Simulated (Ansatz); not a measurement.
# How AgCl (Chlorargyrite) absorbs and reflects light

What colour and refractive index does AgCl (Chlorargyrite) have at this level of theory? The cell comes from an older database entry, whose edges can differ from later determinations, mostly by under a per cent.

Method: DFT, PBE, plane-wave PAW, default files, scalar-relativistic, independent-particle optical response without local fields, in Ansatz 0.2.0.

The database entry behind the starting cell differs from later determinations by our own check (an axis about 1.4 % short against later determinations), so it need not match the best structure at ambient conditions.

### 1. Set-up

It takes space group Fm-3m (No. 225, cubic). The conventional cell has a = 5.470 Å, b = 5.470 Å, c = 5.470 Å, α = 90.00°, β = 90.00°, γ = 90.00°. Nearest to Ag lie 6 Cl at 2.73 Å. Cl has 6 Ag at 2.73 Å nearest. Farther neighbours and most contacts between anions are not listed.

### 2. Ground state and bands

The self-consistent density comes first; it also tells whether there is a gap, which decides the occupations and the need for a Drude term.

This step: DFT, PBE, plane-wave PAW, default files, scalar-relativistic, ground state (Ansatz 0.2.0).

The input, input.yaml:

```yaml
crystal:
  lattice:
    - [0.0, 2.735, 2.735]
    - [2.735, 0.0, 2.735]
    - [2.735, 2.735, 0.0]
  atoms:
    - { symbol: Ag, position: [0.0, 0.0, 0.0] }
    - { symbol: Cl, position: [0.5, 0.5, 0.5] }
kpoints:
  mp_grid: { grid: [7, 7, 7] }
  band_path:
    path:
      - [[0.0, 0.0, 0.0], [0.5, 0.0, 0.5], [0.5, 0.25, 0.75], [0.375, 0.375, 0.75], [0.0, 0.0, 0.0], [0.5, 0.5, 0.5], [0.625, 0.25, 0.625], [0.5, 0.25, 0.75], [0.5, 0.5, 0.5], [0.375, 0.375, 0.75]]
      - [[0.625, 0.25, 0.625], [0.5, 0.0, 0.5]]
    npoints: 6
scf:
  occupations: { method: fermi_dirac, width: 0.05 }
  n_extra_bands: 6
hamiltonian:
  xc: pbe
  pseudopotentials: { kind: paw }
output:
  forces: true
  stress: true
  populations: true
  write_bands: true
  write_density: true
  write_potential: true
  elf: true
  volumetric_format: npy
```

Started as:

```bash
$ ansatz run input.yaml --threads 4 --pin off --max-ram 8192MiB --backend cpu --events-out ev --progress --plain --runs-dir out
```

Numbers of over 12 decimals in the logs are rounded to 6 here.

What it wrote:

```text
scf.n_extra_bands = 6 over 13 filled bands (N_el = 26.0): the run solves 19 bands
Engine: ansatz 0.2.0, x86_64-unknown-linux-gnu
Pseudopotentials: kind: paw
Pseudopotential: Ag, paw, valence charge 19, recommended cutoff 420 eV (normal), Ag.paw.azcp
Pseudopotential: Cl, paw, valence charge 7, recommended cutoff 420 eV (normal), Cl.paw.azcp
Functional definition: PBE
  parameter kappa = 0.804
  parameter beta = 0.066725
  exchange = pbe_x(kappa = kappa, mu = beta*pi^2/3)
  correlation = pbe_c(beta = beta)
Crystal: 2 atoms, lattice volume = 40.917 Å³
Basis set: ecut = 420 eV, 821 PW (Γ), exchange–correlation on 54×54×54 points (8 copies of the dense FFT grid, shifted against one another)
Bands: 19, of which v1, the nominal top of the filled ones, is band 13 counted from 1 (12 counted from 0)
Symmetry: 48 space group operations
Space group: Fm-3m (ITA 225), of the structure as read, at distance tolerance 3.4e-5 Å
k-points: 20 of 343
Non-local potential: Ag, projectors of the file, l = 0: 3, l = 1: 2, l = 2: 2, l = 3: 1
Non-local potential: Cl, projectors of the file, l = 0: 2, l = 1: 2, l = 2: 2
PAW form: soft (Blöchl's): semilocal exchange-correlation on the pseudo side does not see the compensation charge
PAW one-centre angular grid: Ag, 590 points (default); XC on 64 Gauss nodes
PAW one-centre angular grid: Cl, 110 points (default); XC on 64 Gauss nodes
Initial density: superposition of atomic densities (neutral atoms: chi_scale 0, normalization atom), corrected by the library's trained network
Initial wavefunctions: pseudopotential atomic-orbital guess
Functional: x = pbe(κ = 0.804, μ = 0.219515), c = pbe(β = 0.066725)
SCF iter   1: F=—  HF=-8670.860862 eV  |F-HF|=—  |Δ(HF+E_count)|=         —  Δρ=7.11e-4  dr2=1.24e-4  ethr=1.77e-3  ⟨swp⟩=5.5  Hψ=1809  notcnv=0
preconditioner: auto → none  [insulator: Δε(μ)=0.979 eV  Ē_g=13.034 eV  σ=0.050 eV  W_gap=1.00  n_scr=14 (ndim 8)  ℏωp=24.6 eV  f_vac=0.026  D(μ)=0.00/eV (n_scr^D=0)  ε∞_Penn≈4.6]
SCF iter   2: F=—  HF=-8670.861542 eV  |F-HF|=—  |Δ(HF+E_count)|=   6.80e-4  Δρ=2.60e-4  dr2=1.37e-5  ethr=4.78e-7  ⟨swp⟩=2.9  Hψ=876  notcnv=0  defer=10
SCF iter   3: F=—  HF=-8670.861552 eV  |F-HF|=—  |Δ(HF+E_count)|=   9.98e-6  Δρ=1.29e-4  dr2=2.62e-6  ethr=5.28e-8  ⟨swp⟩=2.0  Hψ=523  notcnv=0  defer=10
SCF iter   4: F=—  HF=-8670.861557 eV  |F-HF|=—  |Δ(HF+E_count)|=   4.79e-6  Δρ=3.25e-5  dr2=2.88e-7  ethr=1.01e-8  ⟨swp⟩=2.0  Hψ=527  notcnv=0  defer=10
iter 5 did not close the SCF: its close was put off for the readings that it lacked (scf_convergence_deferred on its scf_iter line)
SCF iter   5: F=-8670.861557 eV  HF=-8670.861557 eV  |F-HF|=2.49e-8  |Δ(HF+E_count)|=   3.20e-7  Δρ=1.16e-5  dr2=4.53e-8  ethr=1.11e-9  ⟨swp⟩=2.6  Hψ=589  notcnv=0  defer=10
SCF iter   6: F=-8670.861557 eV  HF=-8670.861557 eV  |F-HF|=1.75e-9  |Δ(HF+E_count)|=   2.53e-9  Δρ=1.84e-6  dr2=6.54e-10  ethr=1.74e-10  ⟨swp⟩=8.5  Hψ=2290  notcnv=0
SCF 1 converged in 6 iterations: F = -8670.861557 eV  dr2 = 6.54e-10
  greatest PAW one-centre occupation: 1.000 electrons in one spin orbital (limit 2), on the Ag atom at site 0 (counted from 0), in its partial waves of l = 0
NSCF: frozen V_eff on 62 k-points
SCF converged after 6 iterations
Free energy (F): -8670.861557 eV
Harris-Foulkes:  -8670.861557 eV  (|F-HF|=1.75e-9)
Internal energy: -8670.861555 eV  (E = F + TS)
E sigma→0 (E₀):  -8670.861556 eV
Entropy (-TS):   -0.000002 eV (-0.001 meV/atom)
Fermi energy:    9.325433 eV
--- Per-component energies (eV) ---
  E_band       = -344.108463
  E_kinetic    = 690.205299
  E_local      = -3146.813380  (includes V_loc(G=0)·N_el)
  E_nonlocal   = 112.578255
  E_hartree    = 1384.250168
  E_xc         = -290.510537
  E_vxc        = -354.914163  (∫ρ·V_xc dr)
  E_paw        = -4564.779330  (= ΣΔE_a)
  E_vpaw       = -413.666231  (= ΣTr[D̂ρ^β])
  E_aug_tail   = 0.000415  (compensation charges beyond the density's cutoff)
  E_ewald      = -2855.792444
  E_smearing   = -0.000002  (= −TS)
  E_closure    = 0.000000  (closes the sum)
  Σ components = -8670.861557   (vs F -8670.861557, Δ=0.00e0)
--- Forces (eV/Å), atoms counted from 1 ---
  atom   1  Ag    -0.00000000     0.00000000    -0.00000000
  atom   2  Cl     0.00000000    -0.00000000     0.00000000
  max |Σ_I F_I| component: 9.76e-30 eV/Å
--- Stress (GPa, compression-positive) ---
        3.931973      -0.000000       0.000000
       -0.000000       3.931973      -0.000000
       -0.000000      -0.000000       3.931973
  P = ⅓ Tr σ = 3.9320 GPa (39.320 kbar)
--- Band table (eV; the first three rows and the last of 20) ---
  k-point 0: bands = [... 9 lower, 6.2497, 6.3311, 6.3311, 6.3311, 9.7288, 19.4913, 19.4913, 19.4913, ... 2 higher]
  k-point 1: bands = [... 9 lower, 6.2828, 6.5399, 7.2639, 7.2639, 10.6477, 17.9484, 19.0741, 19.0741, ... 2 higher]
  k-point 2: bands = [... 9 lower, 6.4509, 6.7358, 8.1631, 8.1631, 12.1538, 16.2418, 17.5453, 17.5453, ... 2 higher]
  k-point 19: bands = [... 9 lower, 6.6671, 6.8392, 6.9784, 7.7138, 13.0315, 15.9757, 16.7714, 17.5685, ... 2 higher]
--- Löwdin populations: 2 sites ---
  site symbol       q [e]
     0     Ag     18.4273
     1     Cl      7.4857
  spilling = 0.003345 (of n_electrons = 26.000000)
```

Elapsed: 6.6 s, on 4 threads of Intel Xeon Platinum 8488C (Sapphire Rapids), shared host; peak memory 0.45 GiB.

The column dr2 measures how far the density is from self-consistency, as an energy; F and HF (Harris–Foulkes) agree once it is small.

This step gave:

```
free energy                  : -8670.8616 eV
Fermi energy                 : 9.325 eV
gap by band count            : 0.9867 eV
electrons                    : 26
symmetry operations          : 48
pressure                     : 3.932 GPa
volume                       : 40.92 Å³
gap on the path              : 0.9050 eV
least direct gap on the path : 3.137 eV
```

There is a gap, 0.91 eV on the path, so no carriers' term is needed. The cell is left with a pressure of 3.9 GPa, as it stands unrelaxed at this level.

Electronic bands along the path, in eV, zero at the Fermi level; v1 is the highest filled band, c1 the lowest empty one:

| point | v4 | v3 | v2 | v1 | c1 | c2 | c3 | c4 |
| --- | --- | --- | --- | --- | --- | --- | --- | --- |
| Γ | -3.08 | -2.99 | -2.99 | -2.99 | 0.40 | 10.17 | 10.17 | 10.17 |
| halfway | -2.97 | -2.38 | -2.38 | -1.92 | 3.01 | 6.86 | 8.15 | 9.62 |
| X | -2.87 | -2.58 | -2.58 | -2.47 | 1.80 | 7.40 | 8.27 | 11.24 |
| halfway | -2.59 | -2.58 | -2.56 | -2.08 | 2.56 | 7.26 | 7.92 | 9.36 |
| W | -2.63 | -2.58 | -2.57 | -1.78 | 3.75 | 7.36 | 7.36 | 7.50 |
| halfway | -2.63 | -2.50 | -2.37 | -1.72 | 3.41 | 6.86 | 7.57 | 8.44 |
| K | -2.65 | -2.46 | -2.25 | -1.63 | 3.09 | 6.73 | 7.67 | 9.34 |
| halfway | -2.79 | -2.33 | -2.33 | -0.76 | 3.35 | 6.80 | 7.50 | 8.23 |
| Γ | -3.08 | -2.99 | -2.99 | -2.99 | 0.40 | 10.17 | 10.17 | 10.17 |
| halfway | -2.92 | -2.64 | -1.37 | -1.37 | 2.48 | 7.27 | 8.60 | 8.60 |
| L | -2.71 | -2.38 | -0.50 | -0.50 | 3.62 | 6.27 | 7.02 | 7.02 |
| halfway | -2.70 | -2.43 | -1.38 | -0.87 | 4.42 | 5.12 | 7.61 | 7.82 |
| U | -2.65 | -2.46 | -2.25 | -1.63 | 3.09 | 6.73 | 7.67 | 9.34 |
| halfway | -2.63 | -2.50 | -2.37 | -1.72 | 3.41 | 6.86 | 7.57 | 8.44 |
| W | -2.63 | -2.58 | -2.57 | -1.78 | 3.75 | 7.36 | 7.36 | 7.50 |
| halfway | -2.71 | -2.44 | -1.55 | -1.03 | 4.53 | 5.11 | 7.59 | 7.96 |
| L | -2.71 | -2.38 | -0.50 | -0.50 | 3.62 | 6.27 | 7.02 | 7.02 |
| halfway | -2.70 | -2.43 | -1.38 | -0.87 | 4.42 | 5.12 | 7.61 | 7.82 |
| K | -2.65 | -2.46 | -2.25 | -1.63 | 3.09 | 6.73 | 7.67 | 9.34 |
| jump to U | -2.65 | -2.46 | -2.25 | -1.63 | 3.09 | 6.73 | 7.67 | 9.34 |
| halfway | -2.60 | -2.55 | -2.40 | -2.37 | 2.18 | 7.27 | 8.08 | 10.56 |
| X | -2.87 | -2.58 | -2.58 | -2.47 | 1.80 | 7.40 | 8.27 | 11.24 |

ELF in the ac plane of the conventional cell at fractional y = 0.000, with atoms of Ag and Cl within 0.2 Å of it. It is the smooth field of the valence electrons, not physical close to the nuclei.

Ten even steps from '0' (0.05) to '9' (0.84), each cell a mean:
```
863149968971257
542038999961135
210015787630012
110001121100011
874100122100367
998302455311699
699413687521798
489414798522896
899313676411799
997201343201589
542000111000134
110002344310001
431027999840023
753149989971146
974159846981258
```

Electrostatic potential energy in the ac plane of the conventional cell at fractional y = 0.000, with atoms of Ag and Cl within 0.2 Å of it. With pseudopotentials it is smooth inside the atoms' cores, unlike the true potential.

Ten even steps from '_' (-43 eV) to '@' (13 eV), each cell a mean:
```
::--**@@@@**..____==%%@@##==::
==++%%@@@@%%++--==##@@@@%%**==
##%%@@@@@@@@@@%%%%@@@@@@@@%%##
@@@@@@@@@@@@@@@@@@@@@@@@@@@@@@
%%@@@@@@@@@@%%##%%@@@@@@@@@@%%
--**%%@@@@%%++====**@@@@@@##==
__::##@@@@**--::::==%%@@%%==__
__..**@@%%++--..::==##@@%%--__
..--%%@@@@##==----++%%@@@@++..
**##@@@@@@%%##++**%%@@@@@@%%**
@@@@@@@@@@@@@@%%@@@@@@@@@@@@@@
@@@@@@@@@@@@@@@@@@@@@@@@@@@@@@
**##%%@@@@@@%%**##%%@@@@@@%%**
--==##@@@@##--..::**@@@@%%++--
..--**@@@@**..____--%%@@##==::
```

(Part 1 of 2 ends here.)

[Logs are printed without paths, hosts, clocks, repeated set-up lines and the standing remarks that a program may print on its own settings, such as how far it seeks lower states.]

[Hosts, paths, dates, database ids (printed as entryN), source tags and the programs' standing remarks are cut or masked in the printed files.]
